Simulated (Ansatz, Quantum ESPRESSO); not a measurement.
# Work-function anisotropy of K, part 3 of 7

Wanted: work functions of K face by face, under two functionals.

Quantum ESPRESSO 7.5; plane-wave DFT, PBE, GBRV ultrasoft pseudopotentials; geometry and cross-check by Ansatz 0.2.0 with PAW datasets.

So far. Step 2 (Relaxation with Ansatz of (110)):  Held were the atoms numbered 3, 4 and 5; the forces quoted are those on the free ones.

## Step 6: Potential by pp.x of (110)

File 110.lda.pot.in:

```
&inputpp
  prefix = '110.lda'
  outdir = './out'
  filplot = '110.lda.pot.dat'
  plot_num = 11
/
```

Run with:

```console
OMP_NUM_THREADS=1 mpirun -n 4 pp.x -in 110.lda.pot.in > 110.lda.pot.out
```

Elapsed: 1.2 s, on 4 MPI ranks of Arm Neoverse V2, shared host; peak memory 0.22 GiB; 4.2 s of CPU time.

Read from the output:

```
work function of the upper face                                       : 2.501 eV
slope of the potential above                                          : 0.005072 eV/Å
upper vacuum line continued to the top atoms, over the Fermi level    : 2.475 eV
work function of the lower face                                       : 2.502 eV
slope of the potential below                                          : -0.003146 eV/Å
lower vacuum line continued to the bottom atoms, over the Fermi level : 2.484 eV
```

On (110) the work function under LDA lies +0.13 eV from PBE's.

## Step 7: Relaxation with Ansatz of (100)

Level of this step: plane-wave DFT, PBE, Ansatz PAW (Ansatz 0.2.0).

System of this step: K(100), 5 layers. The cell holds 5 atoms: 5 K. Its edges and angles: a = 5.230 Å, b = 5.230 Å, c = 26.460 Å, α = 90.0°, β = 90.0°, γ = 90.0°. It derives from K. Vacuum lies along c.

File input.yaml:

```yaml
crystal:
  lattice:
    - [5.23, 0.0, 0.0]
    - [0.0, 5.23, 0.0]
    - [0.0, 0.0, 26.46]
  atoms:
    - { symbol: K, position: [0.0, 0.0, 0.3023431595] }
    - { symbol: K, position: [0.5, 0.5, 0.4011715797] }
    - { symbol: K, position: [0.0, 0.0, 0.5] }
    - { symbol: K, position: [0.5, 0.5, 0.5988284203] }
    - { symbol: K, position: [0.0, 0.0, 0.6976568405] }
kpoints:
  mp_grid: { grid: [6, 6, 1] }
hamiltonian:
  xc: pbe
scf:
  occupations: { method: fermi_dirac, width: 0.1 }
  convergence: { dr2_threshold: 1.0e-08 }
efield:
  axis: 3
  dipole_correction: true
  ramp_position: 0.97
  ramp_width: 0.04
relax:
  f_tol: 0.01
  constraints: [{ sites: [2] }]
output:
  write_potential: true
  write_density: true
  volumetric_format: npy
```

Run with:

```console
ansatz run input.yaml --threads 4 --pin off --max-ram 8192MiB --backend cpu --events-out ev --progress --plain --runs-dir out
```

Numbers of over 12 decimals in the logs are rounded to 6 here.

What it wrote:

```text
[...]
Crystal: 5 atoms, lattice volume = 723.758 Å³
Basis set: ecut = 420 eV, 14161 PW (Γ), exchange–correlation on 72×72×360 points (8 copies of the dense FFT grid, shifted against one another)
Bands: 28, of which v1, the nominal top of the filled ones, is band 23 counted from 1 (22 counted from 0)
Symmetry: 8 space group operations
k-points: 10 of 36
[...]
SCF iter   1: F=—  HF=-7688.586753 eV  |F-HF|=—  |Δ(HF+E_count)|=         —  Δρ=3.48e-4  dr2=4.53e-3  ethr=1.77e-3  p=0.000 e·Å  D=7.49e-5 V/Å  ΔV_dip=-0.00 eV  dr2_dipole=4.26e-6  V_vac-E_F(+/−)=2.27/2.27 eV  ⟨swp⟩=9.7  Hψ=1456  notcnv=0
[...]
SCF iter   8: F=-7688.589928 eV  HF=-7688.589928 eV  |F-HF|=1.35e-9  |Δ(HF+E_count)|=   1.54e-8  Δρ=3.19e-7  dr2=1.31e-9  ethr=2.22e-11  p=0.000 e·Å  D=1.65e-5 V/Å  ΔV_dip=-0.00 eV  dr2_dipole=8.98e-14  V_vac-E_F(+/−)=2.24/2.24 eV  ⟨swp⟩=9.5  Hψ=1696  notcnv=0
SCF 1 converged in 8 iterations: F = -7688.589928 eV  dr2 = 1.31e-9
[...]
relax step   1: F+E_penalty+E_count = -7688.58992836 eV  Δ(F+E_penalty+E_count) = +0.000e0 eV  max|allowed force component| = 2.581e-2 eV/Å  Δτ_max = 0.0000 Å  (8 SCF iters, accepted)
[...]
iter 1 solved again at ethr=1.42e-7 eV; its pass at ethr=3.10e-3 eV (dr2=6.40e-5 eV) is discarded
[...]
SCF iter   6: F=-7688.590492 eV  HF=-7688.590492 eV  |F-HF|=2.00e-9  |Δ(HF+E_count)|=   2.39e-9  Δρ=1.58e-7  dr2=7.08e-10  ethr=2.22e-11  p=0.000 e·Å  D=1.68e-5 V/Å  ΔV_dip=-0.00 eV  dr2_dipole=4.59e-15  V_vac-E_F(+/−)=2.24/2.24 eV  ⟨swp⟩=8.1  Hψ=1586  notcnv=0
SCF 2 converged in 6 iterations: F = -7688.590492 eV  dr2 = 7.08e-10
relax step   2: F+E_penalty+E_count = -7688.59049248 eV  Δ(F+E_penalty+E_count) = -5.641e-4 eV  max|allowed force component| = 2.353e-2 eV/Å  Δτ_max = 0.0128 Å  (6 SCF iters, accepted)
SCF iter   1: F=—  HF=-7688.592810 eV  |F-HF|=—  |Δ(HF+E_count)|=         —  Δρ=2.06e-4  dr2=1.22e-3  ethr=8.21e-5  p=0.000 e·Å  D=1.67e-5 V/Å  ΔV_dip=-0.00 eV  dr2_dipole=7.19e-11  V_vac-E_F(+/−)=2.24/2.24 eV  ⟨swp⟩=4.5  Hψ=895  notcnv=0
[...]
SCF iter   8: F=-7688.593050 eV  HF=-7688.593050 eV  |F-HF|=6.82e-10  |Δ(HF+E_count)|=   2.42e-9  Δρ=1.74e-7  dr2=8.98e-10  ethr=2.22e-11  p=0.000 e·Å  D=1.91e-5 V/Å  ΔV_dip=-0.00 eV  dr2_dipole=2.68e-13  V_vac-E_F(+/−)=2.24/2.24 eV  ⟨swp⟩=8.9  Hψ=1614  notcnv=0
SCF 3 converged in 8 iterations: F = -7688.593050 eV  dr2 = 8.98e-10
relax step   3: F+E_penalty+E_count = -7688.59304967 eV  Δ(F+E_penalty+E_count) = -2.557e-3 eV  max|allowed force component| = 6.656e-3 eV/Å  Δτ_max = 0.0889 Å  (8 SCF iters, accepted)
SCF iter   1: F=—  HF=-7688.593645 eV  |F-HF|=—  |Δ(HF+E_count)|=         —  Δρ=1.91e-4  dr2=3.60e-3  ethr=2.24e-5  p=0.000 e·Å  D=1.90e-5 V/Å  ΔV_dip=-0.00 eV  dr2_dipole=6.00e-11  V_vac-E_F(+/−)=2.24/2.24 eV  ⟨swp⟩=5.1  Hψ=869  notcnv=0
[...]
SCF iter   7: F=-7688.593558 eV  HF=-7688.593558 eV  |F-HF|=4.89e-9  |Δ(HF+E_count)|=   4.39e-9  Δρ=3.38e-7  dr2=9.35e-9  ethr=2.22e-11  p=0.000 e·Å  D=2.09e-5 V/Å  ΔV_dip=-0.00 eV  dr2_dipole=8.87e-15  V_vac-E_F(+/−)=2.24/2.24 eV  ⟨swp⟩=9.5  Hψ=1738  notcnv=0
SCF 4 converged in 7 iterations: F = -7688.593558 eV  dr2 = 9.35e-9
relax step   4: F+E_penalty+E_count = -7688.59355785 eV  Δ(F+E_penalty+E_count) = -5.082e-4 eV  max|allowed force component| = 2.313e-3 eV/Å  Δτ_max = 0.0691 Å  (7 SCF iters, accepted)
NSCF: frozen V_eff on 10 k-points
[...]
SCF converged after 7 iterations
Free energy (F): -7688.593558 eV
[...]
Internal energy: -7688.444174 eV  (E = F + TS)
E sigma→0 (E₀):  -7688.518866 eV
Entropy (-TS):   -0.149384 eV (-29.877 meV/atom)
Fermi energy:    -0.159776 eV
Dipole field:    D = 0.000021 V/Å  (p = 0.000084 e·Å, saw-weighted, corrected)
Work function:   Φ+ = 2.2419 eV   Φ− = 2.2426 eV
[...]
--- Forces (eV/Å), atoms counted from 1 ---
  atom   1  K     -0.00000000     0.00000000    -0.00084280
  atom   2  K      0.00000000     0.00000000     0.00231289
  atom   3  K     -0.00000000     0.00000000    -0.00000012
  atom   4  K     -0.00000000     0.00000000    -0.00231284
  atom   5  K      0.00000000     0.00000000     0.00084282
  max |Σ_I F_I| component: 4.98e-8 eV/Å
--- Band table (eV; the first three rows and the last of 10) ---
  k-point 0: bands = [... 19 lower, -15.7367, -2.1524, -1.6941, -0.9928, -0.1734, 0.5999, 1.3830, 1.5400, ... 1 higher]
  k-point 1: bands = [... 19 lower, -15.7381, -1.9790, -1.5265, -0.8334, -0.0247, 0.7313, 1.2847, 1.4991, ... 1 higher]
  k-point 2: bands = [... 19 lower, -15.7385, -1.4738, -1.0387, -0.3727, 0.3105, 0.4003, 0.6963, 1.1253, ... 1 higher]
  k-point 9: bands = [... 19 lower, -15.7400, 0.4668, 0.5249, 0.6687, 0.6687, 0.8757, 0.9430, 0.9430, ... 1 higher]
--- Relaxed structure (4 steps of the walk, 4 accepted, 0 SCFs on fresh bases) ---
  F+E_penalty+E_count = -7688.59355785 eV   max|allowed force component| = 2.313e-3 eV/Å
  atoms:
    - { symbol: K, position: [0, 0.0, 0.295888] }
    - { symbol: K, position: [0.5, 0.5, 0.398796] }
    - { symbol: K, position: [0.0, 0.0, 0.5] }
    - { symbol: K, position: [0.5, 0.5, 0.601204] }
    - { symbol: K, position: [0, 0.0, 0.704111] }
```

The job ended after 13 s (4 threads; peak memory 0.84 GiB; 50 s of CPU time).

Step by step:

```csv
step,energy less that of the first step (eV),largest force component (eV/Å)
1,0.0000,0.0258
2,-0.0006,0.0235
3,-0.0031,0.0067
4,-0.0036,0.0023
```

The atoms that moved most (Å):

```
atom     dx     dy      dz  length
  K1  0.000  0.000  -0.171   0.171
  K5  0.000  0.000   0.171   0.171
  K2  0.000  0.000  -0.063   0.063
  K4  0.000  0.000   0.063   0.063
```

 Held were the atoms numbered 3; the forces quoted are those on the free ones.

Read from the output:

```
free energy                     : -7688.5936 eV
energy at zero smearing         : -7688.5189 eV
smearing term TS                : 0.1494 eV
Fermi energy                    : -0.1598 eV
symmetry operations             : 8
work function of the upper face : 2.242 eV
work function of the lower face : 2.243 eV
dipole along the normal         : 8.37e-5 e·Å
```

(Part 3 of 7 ends here.)

[Logs are printed without paths, hosts, clocks, repeated set-up lines and the standing remarks that a program may print on its own settings, such as how far it seeks lower states.]

[Hosts, paths, dates, database ids (printed as entryN), source tags and the programs' standing remarks are cut or masked in the printed files.]

[Maps of the electrostatic potential energy from Ansatz leave out the sawtooth potential of an applied field or a dipole correction, so their vacuum need not be flat; planar profiles and work functions include it.]
